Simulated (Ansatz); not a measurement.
# Al on W(100), one layer, both faces: core shifts and d bands, part 2 of 4

Wanted: the photoemission signature of Al on W(100), one layer, both faces. Spin–orbit coupling is left out of the bands throughout.

Ansatz 0.2.0; DFT, LDA, plane-wave PAW, default files, scalar-relativistic.

So far, work function, upper face (eV): step 2 (the clean face) 4.42.

**3. Relaxation**

System of this step: Al2W3. The cell holds 20 atoms: 8 Al and 12 W. Cell: a = 6.340 Å, b = 6.340 Å, c = 20.340 Å, α = 90.0°, β = 90.0°, γ = 90.0°. It derives from W. How the cell was made: overlayer; added: Al; how: one layer, both faces. Regions: L1, 4 atoms (4 Al); L2, 4 atoms (4 W); L3, 4 atoms (4 W); rest, 8 atoms (4 W and 4 Al). Vacuum lies along c.

The cut or typed positions aren't at rest, and spectra shift with geometry, so the relaxation comes first. 4 atoms are held to stand for the bulk.

The input, input.yaml:

```yaml
crystal:
  lattice:
    - [6.34, 0.0, 0.0]
    - [0.0, 6.34, 0.0]
    - [0.0, 0.0, 20.34]
  atoms:
    - { symbol: Al, position: [0.0, 0.0, 0.655850541] }
    - { symbol: Al, position: [0.5, 0.0, 0.655850541] }
    - { symbol: Al, position: [0.0, 0.5, 0.655850541] }
    - { symbol: Al, position: [0.5, 0.5, 0.655850541] }
    - { symbol: W, position: [0.25, 0.25, 0.57792527] }
    - { symbol: W, position: [0.75, 0.25, 0.57792527] }
    - { symbol: W, position: [0.25, 0.75, 0.57792527] }
    - { symbol: W, position: [0.75, 0.75, 0.57792527] }
    - { symbol: W, position: [0.0, 0.0, 0.5] }
    - { symbol: W, position: [0.5, 0.0, 0.5] }
    - { symbol: W, position: [0.0, 0.5, 0.5] }
    - { symbol: W, position: [0.5, 0.5, 0.5] }
    - { symbol: W, position: [0.25, 0.25, 0.42207473] }
    - { symbol: W, position: [0.75, 0.25, 0.42207473] }
    - { symbol: W, position: [0.25, 0.75, 0.42207473] }
    - { symbol: W, position: [0.75, 0.75, 0.42207473] }
    - { symbol: Al, position: [0.0, 0.0, 0.344149459] }
    - { symbol: Al, position: [0.5, 0.0, 0.344149459] }
    - { symbol: Al, position: [0.0, 0.5, 0.344149459] }
    - { symbol: Al, position: [0.5, 0.5, 0.344149459] }
kpoints:
  mp_grid: { grid: [6, 6, 1] }
scf:
  occupations: { method: fermi_dirac, width: 0.05 }
  n_extra_bands: 16
hamiltonian:
  xc: lda
  pseudopotentials: { kind: paw }
output:
  forces: true
  write_potential: true
  volumetric_format: []
relax:
  f_tol: 0.03
  max_steps: 45
  constraints: [{ sites: [8, 9, 10, 11] }]
```

Started as:

```sh
$ ansatz run input.yaml --threads 4 --pin off --max-ram 14336MiB --backend cpu --events-out ev --progress --plain --runs-dir out
```

Numbers of over 12 decimals in the logs are rounded to 6 here.

The program printed:

```text
[...]
Crystal: 20 atoms, lattice volume = 817.579 Å³
Basis set: ecut = 420 eV, 15999 PW (Γ)
Bands: 112, of which v1, the nominal top of the filled ones, is band 96 counted from 1 (95 counted from 0)
Symmetry: 64 space group operations
[...]
k-points: 10 of 36
[...]
SCF iter   1: F=—  HF=-125651.644890 eV  |F-HF|=—  |Δ(HF+E_count)|=         —  Δρ=5.00e-3  dr2=4.63e-1  ethr=1.77e-3  ⟨swp⟩=9.5  Hψ=5279  notcnv=0
[...]
SCF iter   6: F=-125651.589501 eV  HF=-125651.589503 eV  |F-HF|=1.31e-6  |Δ(HF+E_count)|=   7.11e-6  Δρ=1.30e-5  dr2=3.47e-6  ethr=1.17e-8  ⟨swp⟩=14.4  Hψ=12427  notcnv=0
SCF 1 converged in 6 iterations: F = -125651.589501 eV  dr2 = 3.47e-6
[...]
relax step   1: F+E_penalty+E_count = -125651.58950138 eV  Δ(F+E_penalty+E_count) = +0.000e0 eV  max|allowed force component| = 1.407e0 eV/Å  Δτ_max = 0.0000 Å  (6 SCF iters, dr2 threshold 2.25e-5 eV, accepted)
[...]
SCF iter   6: F=-125653.205314 eV  HF=-125653.205324 eV  |F-HF|=9.92e-6  |Δ(HF+E_count)|=   1.26e-5  Δρ=2.89e-5  dr2=1.54e-5  ethr=5.21e-8  ⟨swp⟩=13.0  Hψ=12109  notcnv=0
SCF 2 converged in 6 iterations: F = -125653.205314 eV  dr2 = 1.54e-5
relax step   2: F+E_penalty+E_count = -125653.20531366 eV  Δ(F+E_penalty+E_count) = -1.616e0 eV  max|allowed force component| = 6.170e-1 eV/Å  Δτ_max = 0.1949 Å  (6 SCF iters, dr2 threshold 1.00e-4 eV, accepted)
SCF iter   1: F=—  HF=-125653.503686 eV  |F-HF|=—  |Δ(HF+E_count)|=         —  Δρ=3.06e-3  dr2=3.49e-1  ethr=2.35e-3  ⟨swp⟩=4.5  Hψ=2577  notcnv=0
[...]
SCF iter   5: F=-125653.440878 eV  HF=-125653.440885 eV  |F-HF|=7.07e-6  |Δ(HF+E_count)|=   4.72e-5  Δρ=3.42e-5  dr2=1.45e-5  ethr=1.24e-8  ⟨swp⟩=13.8  Hψ=12476  notcnv=0
SCF 3 converged in 5 iterations: F = -125653.440878 eV  dr2 = 1.45e-5
  Residual-converged pass: ⟨swp⟩=1.1  Hψ=1161  notcnv=0  max |occ|·‖R‖ = 7.0e-9 eV (tolerance 1.0e-8 eV)  dr2=1.45e-5  dr2_onsite=1.93e-7  max |Δocc| = 1.4e-10
relax step   3: F+E_penalty+E_count = -125653.44087829 eV  Δ(F+E_penalty+E_count) = -2.356e-1 eV  max|allowed force component| = 1.036e-1 eV/Å  Δτ_max = 0.1145 Å  (5 SCF iters, dr2 threshold 2.38e-5 eV, accepted)
SCF iter   1: F=—  HF=-125653.448070 eV  |F-HF|=—  |Δ(HF+E_count)|=         —  Δρ=4.11e-4  dr2=6.37e-3  ethr=2.95e-5  ⟨swp⟩=2.6  Hψ=2011  notcnv=0  defer=11
[...]
SCF iter   6: F=-125653.446836 eV  HF=-125653.446836 eV  |F-HF|=1.83e-8  |Δ(HF+E_count)|=   2.79e-8  Δρ=1.26e-6  dr2=2.95e-8  ethr=5.21e-11  ⟨swp⟩=12.1  Hψ=9797  notcnv=0
SCF 4 converged in 6 iterations: F = -125653.446836 eV  dr2 = 2.95e-8
relax step   4: F+E_penalty+E_count = -125653.44683560 eV  Δ(F+E_penalty+E_count) = -5.957e-3 eV  max|allowed force component| = 3.801e-3 eV/Å  Δτ_max = 0.0146 Å  (6 SCF iters, accepted)
NSCF: frozen V_eff on 10 k-points
[...]
SCF converged after 6 iterations
Free energy (F): -125653.446836 eV
[...]
Internal energy: -125653.290057 eV  (E = F + TS)
E sigma→0 (E₀):  -125653.368446 eV
Entropy (-TS):   -0.156779 eV (-7.839 meV/atom)
Fermi energy:    4.301084 eV
[...]
--- Forces (eV/Å), atoms counted from 1 ---
  atom   1  Al     0.00000000    -0.00000000     0.00380058
  atom   2  Al    -0.00000000     0.00000000     0.00380058
  atom   3  Al     0.00000000     0.00000000     0.00380058
  atom   4  Al    -0.00000000     0.00000000     0.00380058
  atom   5  W      0.00000000     0.00000000    -0.00282162
  atom   6  W     -0.00000000     0.00000000    -0.00282162
  atom   7  W      0.00000000     0.00000000    -0.00282162
  atom   8  W     -0.00000000     0.00000000    -0.00282162
  atom   9  W     -0.00000000    -0.00000000    -0.00000000
  atom  10  W      0.00000000    -0.00000000    -0.00000000
  atom  11  W      0.00000000     0.00000000    -0.00000000
  atom  12  W      0.00000000     0.00000000    -0.00000000
  atom  13  W     -0.00000000     0.00000000     0.00282162
  atom  14  W      0.00000000     0.00000000     0.00282162
  atom  15  W     -0.00000000     0.00000000     0.00282162
  atom  16  W      0.00000000     0.00000000     0.00282162
  atom  17  Al     0.00000000     0.00000000    -0.00380058
  atom  18  Al     0.00000000    -0.00000000    -0.00380058
  atom  19  Al    -0.00000000    -0.00000000    -0.00380058
  atom  20  Al     0.00000000    -0.00000000    -0.00380058
  max |Σ_I F_I| component: 2.60e-18 eV/Å
--- Band table (eV; the first three rows and the last of 10) ---
  k-point 0: bands = [... 92 lower, 3.8046, 3.9946, 3.9946, 4.3607, 4.3607, 4.6365, 4.6639, 5.1084, ... 12 higher]
  k-point 1: bands = [... 92 lower, 3.7598, 3.8870, 3.9994, 4.0220, 4.2479, 4.7044, 4.7753, 4.9537, ... 12 higher]
  k-point 2: bands = [... 92 lower, 3.4355, 3.8735, 4.4174, 4.5428, 4.5637, 4.5693, 4.5790, 4.6067, ... 12 higher]
  k-point 9: bands = [... 92 lower, 3.1315, 3.1315, 3.1315, 3.1315, 4.3522, 4.3522, 4.3522, 4.3522, ... 12 higher]
--- Relaxed structure (4 steps of the walk, 4 accepted, 0 SCFs on fresh bases) ---
  F+E_penalty+E_count = -125653.44683560 eV   max|allowed force component| = 3.801e-3 eV/Å
  atoms:
    - { symbol: Al, position: [0, 0, 0.641358] }
    - { symbol: Al, position: [0.5, 0, 0.641358] }
    - { symbol: Al, position: [0, 0.5, 0.641358] }
    - { symbol: Al, position: [0.5, 0.5, 0.641358] }
    - { symbol: W, position: [0.25, 0.25, 0.574353] }
    - { symbol: W, position: [0.750000, 0.25, 0.574353] }
    - { symbol: W, position: [0.25, 0.750000, 0.574353] }
    - { symbol: W, position: [0.750000, 0.750000, 0.574353] }
    - { symbol: W, position: [0.0, 0.0, 0.5] }
    - { symbol: W, position: [0.5, 0.0, 0.5] }
    - { symbol: W, position: [0.0, 0.5, 0.5] }
    - { symbol: W, position: [0.5, 0.5, 0.5] }
    - { symbol: W, position: [0.25, 0.25, 0.425647] }
    - { symbol: W, position: [0.750000, 0.25, 0.425647] }
    - { symbol: W, position: [0.25, 0.750000, 0.425647] }
    - { symbol: W, position: [0.750000, 0.750000, 0.425647] }
    - { symbol: Al, position: [0, 0, 0.358642] }
    - { symbol: Al, position: [0.5, 0, 0.358642] }
    - { symbol: Al, position: [0, 0.5, 0.358642] }
    - { symbol: Al, position: [0.5, 0.5, 0.358642] }
```

Run time: 57 s. Hardware: 4 threads of Arm Neoverse V1, shared host; peak memory 2.3 GiB; 3.7 min of CPU time.

Step by step:

| step | energy less that of the first step (eV) | largest force component (eV/Å) |
| --- | --- | --- |
| 1 | 0.0000 | 1.4072 |
| 2 | -1.6158 | 0.6170 |
| 3 | -1.8514 | 0.1036 |
| 4 | -1.8573 | 0.0038 |

Forces are held to the 64 operations that the run works with; a distortion that breaks them can't arise in this run.

The atoms that moved most (Å):

| atom | dx | dy | dz | length |
| --- | --- | --- | --- | --- |
| Al1 | 0.000 | 0.000 | -0.295 | 0.295 |
| Al2 | 0.000 | 0.000 | -0.295 | 0.295 |
| Al3 | 0.000 | 0.000 | -0.295 | 0.295 |
| Al4 | 0.000 | 0.000 | -0.295 | 0.295 |
| Al20 | 0.000 | 0.000 | 0.295 | 0.295 |
| Al19 | 0.000 | 0.000 | 0.295 | 0.295 |
| Al18 | 0.000 | 0.000 | 0.295 | 0.295 |
| Al17 | 0.000 | 0.000 | 0.295 | 0.295 |

Final coordinates:

```cif
data_structure
_symmetry_space_group_name_H-M 'P 1'
_symmetry_Int_Tables_number 1
_cell_length_a 6.3400
_cell_length_b 6.3400
_cell_length_c 20.3400
_cell_angle_alpha 90.000
_cell_angle_beta 90.000
_cell_angle_gamma 90.000
_cell_volume 817.58
loop_
_atom_site_label
_atom_site_type_symbol
_atom_site_fract_x
_atom_site_fract_y
_atom_site_fract_z
_atom_site_occupancy
Al1 Al 0.00000 0.00000 0.64136 1
Al2 Al 0.50000 0.00000 0.64136 1
Al3 Al 0.00000 0.50000 0.64136 1
Al4 Al 0.50000 0.50000 0.64136 1
W5 W 0.25000 0.25000 0.57435 1
W6 W 0.75000 0.25000 0.57435 1
W7 W 0.25000 0.75000 0.57435 1
W8 W 0.75000 0.75000 0.57435 1
W9 W 0.00000 0.00000 0.50000 1
W10 W 0.50000 0.00000 0.50000 1
W11 W 0.00000 0.50000 0.50000 1
W12 W 0.50000 0.50000 0.50000 1
W13 W 0.25000 0.25000 0.42565 1
W14 W 0.75000 0.25000 0.42565 1
W15 W 0.25000 0.75000 0.42565 1
W16 W 0.75000 0.75000 0.42565 1
Al17 Al 0.00000 0.00000 0.35864 1
Al18 Al 0.50000 0.00000 0.35864 1
Al19 Al 0.00000 0.50000 0.35864 1
Al20 Al 0.50000 0.50000 0.35864 1
```

This step gave:

| Property | Result |
| --- | --- |
| free energy | -125653.4468 eV |
| energy at zero smearing | -125653.3684 eV |
| smearing term TS | 0.1568 eV |
| Fermi energy | 4.301 eV |
| symmetry operations | 64 |
| work function, upper face | 3.498 eV |
| work function, lower face | 3.498 eV |

The relaxation ends 93 meV an atom lower, with a largest force component of 0.0038 eV/Å on the free atoms. For the work function, upper face, step 2 gave 4.42 eV; this run, with 20 atoms, gives 3.50 eV (-21 %).

**4. Bands by layer**

This is the main run. States are solved along the surface zone's path and weighed by where they lie along the normal, since photoemission sees the top layers. The cell holds 4 small cells, so the bands are unfolded.

The input, input.yaml:

```yaml
crystal:
  lattice:
    - [6.34, 0.0, 0.0]
    - [0.0, 6.34, 0.0]
    - [0.0, 0.0, 20.34]
  atoms:
    - { symbol: Al, position: [0.0, 0.0, 0.6413577276] }
    - { symbol: Al, position: [0.5, 0.0, 0.6413577276] }
    - { symbol: Al, position: [0.0, 0.5, 0.6413577276] }
    - { symbol: Al, position: [0.5, 0.5, 0.6413577276] }
    - { symbol: W, position: [0.25, 0.25, 0.5743533101] }
    - { symbol: W, position: [0.75, 0.25, 0.5743533101] }
    - { symbol: W, position: [0.25, 0.75, 0.5743533101] }
    - { symbol: W, position: [0.75, 0.75, 0.5743533101] }
    - { symbol: W, position: [0.0, 0.0, 0.5] }
    - { symbol: W, position: [0.5, 0.0, 0.5] }
    - { symbol: W, position: [0.0, 0.5, 0.5] }
    - { symbol: W, position: [0.5, 0.5, 0.5] }
    - { symbol: W, position: [0.25, 0.25, 0.4256466899] }
    - { symbol: W, position: [0.75, 0.25, 0.4256466899] }
    - { symbol: W, position: [0.25, 0.75, 0.4256466899] }
    - { symbol: W, position: [0.75, 0.75, 0.4256466899] }
    - { symbol: Al, position: [0.0, 0.0, 0.3586422724] }
    - { symbol: Al, position: [0.5, 0.0, 0.3586422724] }
    - { symbol: Al, position: [0.0, 0.5, 0.3586422724] }
    - { symbol: Al, position: [0.5, 0.5, 0.3586422724] }
kpoints:
  mp_grid: { grid: [6, 6, 1] }
scf:
  occupations: { method: fermi_dirac, width: 0.05 }
  n_extra_bands: 20
hamiltonian:
  xc: lda
  pseudopotentials: { kind: paw }
output:
  forces: true
  write_potential: true
  volumetric_format: []
  dos:
    projected:
      site_lists:
        layer_1: [3, 2, 1, 0]
        layer_2: [4, 5, 6, 7]
        layer_3: [8, 9, 10, 11]
        other_layers: [12, 13, 14, 15, 16, 17, 18, 19]
    de: 0.05
    e_range: [-30, 12]
    method: { smearing: { sigma: 0.15, scheme: gaussian } }
  eigenstates:
    kpoints:
      - [0.0, 0.0, 0.0]
      - [-0.07142857, -0.07142857, 0.0]
      - [-0.14285714, -0.14285714, 0.0]
      - [-0.21428571, -0.21428571, 0.0]
      - [-0.28571429, -0.28571429, 0.0]
      - [-0.35714286, -0.35714286, 0.0]
      # [... 24 more points ...]
      - [0.0, -0.2, 0.0]
      - [0.0, -0.1, 0.0]
    e_range: [-8.0, 4.0]
    unfold:
      supercell_matrix: [[2, 0, 0], [0, 2, 0], [0, 0, 1]]
      layers:
        axis: 3
        edges: [0.161986, 0.444234, 0.444334, 0.555664, 0.555764, 0.838013]
```

The program printed:

```text
[...]
Crystal: 20 atoms, lattice volume = 817.579 Å³
Basis set: ecut = 420 eV, 15999 PW (Γ)
Bands: 116, of which v1, the nominal top of the filled ones, is band 96 counted from 1 (95 counted from 0)
Symmetry: 64 space group operations
[...]
k-points: 10 of 36
[...]
SCF iter   1: F=—  HF=-125653.483245 eV  |F-HF|=—  |Δ(HF+E_count)|=         —  Δρ=4.72e-3  dr2=1.60e-1  ethr=1.77e-3  ⟨swp⟩=9.4  Hψ=5606  notcnv=0  defer=2
[...]
SCF iter   8: F=-125653.446836 eV  HF=-125653.446836 eV  |F-HF|=3.43e-8  |Δ(HF+E_count)|=   1.55e-7  Δρ=1.57e-6  dr2=8.10e-8  ethr=5.21e-11  ⟨swp⟩=23.1  Hψ=10980  notcnv=0
SCF 1 converged in 8 iterations: F = -125653.446836 eV  dr2 = 8.10e-8
[...]
SCF converged after 8 iterations
Free energy (F): -125653.446836 eV
[...]
Internal energy: -125653.290058 eV  (E = F + TS)
E sigma→0 (E₀):  -125653.368447 eV
Entropy (-TS):   -0.156777 eV (-7.839 meV/atom)
Fermi energy:    4.301022 eV
[...]
--- Forces (eV/Å), atoms counted from 1 ---
  atom   1  Al    -0.00000000    -0.00000000     0.00379828
  atom   2  Al    -0.00000000     0.00000000     0.00379828
  atom   3  Al     0.00000000    -0.00000000     0.00379828
  atom   4  Al     0.00000000     0.00000000     0.00379828
  atom   5  W      0.00000000     0.00000000    -0.00295488
  atom   6  W     -0.00000000     0.00000000    -0.00295488
  atom   7  W      0.00000000     0.00000000    -0.00295488
  atom   8  W     -0.00000000     0.00000000    -0.00295488
  atom   9  W      0.00000000    -0.00000000    -0.00000000
  atom  10  W      0.00000000    -0.00000000     0.00000000
  atom  11  W      0.00000000    -0.00000000    -0.00000000
  atom  12  W      0.00000000    -0.00000000     0.00000000
  atom  13  W     -0.00000000     0.00000000     0.00295488
  atom  14  W      0.00000000     0.00000000     0.00295488
  atom  15  W     -0.00000000     0.00000000     0.00295488
  atom  16  W      0.00000000     0.00000000     0.00295488
  atom  17  Al     0.00000000     0.00000000    -0.00379828
  atom  18  Al     0.00000000    -0.00000000    -0.00379828
  atom  19  Al    -0.00000000     0.00000000    -0.00379828
  atom  20  Al     0.00000000    -0.00000000    -0.00379828
  max |Σ_I F_I| component: 2.17e-18 eV/Å
--- Band table (eV; the first three rows and the last of 10) ---
  k-point 0: bands = [... 92 lower, 3.8045, 3.9945, 3.9945, 4.3606, 4.3606, 4.6364, 4.6639, 5.1084, ... 16 higher]
  k-point 1: bands = [... 92 lower, 3.7598, 3.8870, 3.9993, 4.0219, 4.2478, 4.7044, 4.7752, 4.9536, ... 16 higher]
  k-point 2: bands = [... 92 lower, 3.4355, 3.8734, 4.4173, 4.5427, 4.5637, 4.5693, 4.5790, 4.6067, ... 16 higher]
  k-point 9: bands = [... 92 lower, 3.1314, 3.1314, 3.1314, 3.1314, 4.3521, 4.3521, 4.3521, 4.3521, ... 16 higher]
```

The job ended after 84 s (4 threads; peak memory 3.1 GiB; 5.5 min of CPU time).

Numbers from this step:

```
share of occupied states in no projected shell : 0.0158 of the occupied states in the window
DOS at the Fermi level                         : 17.97 states/eV/cell
```

A(k,E), total over k along the path and E. Zero: Fermi level.

Ten even steps from '_' (0.05 eV⁻¹) to '@' (5.04 eV⁻¹), each cell a mean:
```
========--::::::..::::++**##%%%%##++++****##**++==::::----::----======
++====::..________......==++--++****++**##========++--::::--::::====++
------++::......::::::--==------==****++==--..::::::--==--::--++------
==::....--::::::::::====----::----::::----------::------::----....::==
--++::__..::..__..--....::++##==::......::==**----==++::::::..__::++--
__..==..__..::..::....::**%%%%%%**==--::----==++====--++::..__..==..__
____::--..__..::....==%%**==--==****==----------==::..::--....==..____
......----....::--++##==::..__..::==++==--::..::::--==----==--::......
++==::--++##**######--..__________..--**++==--==++++********++::::==++
::----==**##%%##**--................--==++++++++==------++%%##++==--::
----****++****======----::::::::::::......--**++++++++++++==++%%**----
@@@@@@%%==----++==----::................::--..................++##@@@@
--------++====++++::::::::::::::::::--====..________________::--------
........::++==::::==--::..........::==++++--::____________::==::......
::......::----::....------::::::------::..----..______..::++::......::
++++++==::..__::::....::----------::..______::==::::--++%%++==++++++++
........::..____..::::::::------::::::........--%%%%%%%%++--::::......
______....::..________....::::::::......::::--==******==--::::....____
::::::::::..::..____________________________::++--::..........::::::::
....____..::..::__________________________..==..__________________....
____________::..::______________________::--..________________________
______________::..::..________________::::::__________________________
```
Columns: k along the path (Å⁻¹) from 0 to 3.38; rows upwards: E (eV) from -7.7 to 1.29.

A(k,E), top over k along the path and E. Zero: Fermi level.

Values in eV⁻¹, 12 rows by 16 columns, each cell a mean:
```
1.00 0.73 0.39 0.28 0.34 0.86 1.28 1.25 0.98 1.07 1.02 0.83 0.59 0.61 0.75 1.00
0.64 0.68 0.47 0.38 0.49 0.70 0.50 0.68 0.86 0.71 0.43 0.53 0.69 0.64 0.67 0.64
0.53 0.29 0.41 0.27 0.42 0.39 0.79 0.48 0.28 0.56 0.85 0.72 0.61 0.38 0.26 0.53
0.16 0.41 0.28 0.45 0.49 0.78 0.48 0.67 0.66 0.55 0.56 0.55 0.43 0.30 0.42 0.16
0.59 0.55 0.99 1.07 0.89 0.24 0.11 0.18 0.53 0.70 0.58 0.80 0.90 0.79 0.41 0.59
0.55 0.83 0.94 0.89 0.55 0.42 0.42 0.43 0.46 0.47 0.72 0.57 0.66 1.00 1.08 0.56
1.05 0.90 0.52 0.60 0.54 0.50 0.43 0.46 0.44 0.45 0.18 0.15 0.18 0.23 0.68 1.04
0.21 0.23 0.46 0.36 0.50 0.45 0.39 0.44 0.62 0.65 0.32 0.11 0.14 0.43 0.32 0.21
0.54 0.58 0.29 0.19 0.23 0.38 0.49 0.42 0.21 0.15 0.58 0.74 0.97 0.85 0.59 0.54
0.18 0.25 0.40 0.14 0.11 0.19 0.23 0.21 0.19 0.21 0.51 1.09 0.87 0.53 0.31 0.18
0.35 0.32 0.39 0.36 0.07 0.03 0.04 0.04 0.05 0.21 0.59 0.20 0.13 0.13 0.26 0.34
0.05 0.04 0.12 0.40 0.32 0.02 0.02 0.02 0.19 0.51 0.13 0.05 0.04 0.03 0.04 0.05
```
Columns: k along the path (Å⁻¹) from 0 to 3.38; rows upwards: E (eV) from -7.7 to 1.29.

(Part 2 of 4 ends here.)

[Logs are printed without paths, hosts, clocks, repeated set-up lines and the standing remarks that a program may print on its own settings, such as how far it seeks lower states.]

[Hosts, paths, dates, database ids (printed as entryN), source tags and the programs' standing remarks are cut or masked in the printed files.]

[Maps of the electrostatic potential energy from Ansatz leave out the sawtooth potential of an applied field or a dipole correction, so their vacuum need not be flat; work functions include it.]
